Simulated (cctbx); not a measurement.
## Li2ScBr4: as given, inverted or twinned?

Space group Pc (no. 7), a = 6.8380 Å, b = 4.2730 Å, c = 14.2060 Å, α = 90.00°, β = 113.11°, γ = 90.00°.

| atom | mult. | x | y | z | Ueq (Å²) |
| --- | --- | --- | --- | --- | --- |
| Br1 | 2 | 0.2321 | 0.9552 | 0.1260 | 0.0099 |
| Br2 | 2 | 0.7531 | 0.5278 | 0.6277 | 0.0081 |
| Br3 | 2 | 0.7612 | 0.9723 | 0.3626 | 0.0107 |
| Br4 | 2 | 0.2541 | 0.5253 | 0.8779 | 0.0095 |
| Sc1 | 2 | 0.0033 | 0.0230 | 0.7460 | 0.0103 |
| Li1 | 2 | 0.6710 | 0.4485 | 0.4266 | 0.0156 |
| Li2 | 2 | 0.3473 | 0.4720 | 0.0788 | 0.0165 |

This is a model crystal, built by substitution and not relaxed, with assumed displacement parameters.

Data sets are simulated with cctbx and refined with Bijvoet mates kept apart; Flack x is then fitted as the share of an inverted twin with the atoms fixed, Hooft y from the Bijvoet differences. The group is acentric but holds improper operations, so there is an absolute structure (orientation) and no hand.

Untwinned crystal. What Flack and Hooft values should come out?

```
  λ (Å)  extinction (unmodelled)  d min (Å)  top counts  error (%)     model      R1  Flack x   s.u.  Hooft y   s.u.  pairs
0.71073                      0.3       0.77       40000          2  as given  0.0152   -0.015   0.01   -0.014  0.013    844
0.71073                      0.3       0.77       40000          2  inverted  0.0267    1.001  0.014    1.057  0.015    844
1.54184                        0       0.83        5000          3  as given  0.0417    -0.02   0.09    0.003  0.096    663
```

With Mo Kα, x is within 3 s.u. of 0, so the absolute structure is right. With Cu Kα, x is within 3 s.u. of 0, so the absolute structure is right, though an s.u. above 0.04 can't exclude a small twin share. Inverting the model turns x into about 1 − x.

A further crystal gives:

```
  λ (Å)  extinction (unmodelled)  d min (Å)  top counts  error (%)     model      R1  Flack x  s.u.  Hooft y   s.u.  pairs
0.71073                        0       0.75        5000          2  as given  0.0350     0.31  0.05    0.250  0.058    903
```

**Question.** What is it?

It was simulated as an inversion twin with a fraction 0.3 of the inverted domain. Flack x is over 3 s.u. from both 0 and 1 and reads that fraction.

[Logs are printed without paths, hosts, clocks, repeated set-up lines and the standing remarks that a program may print on its own settings, such as how far it seeks lower states.]
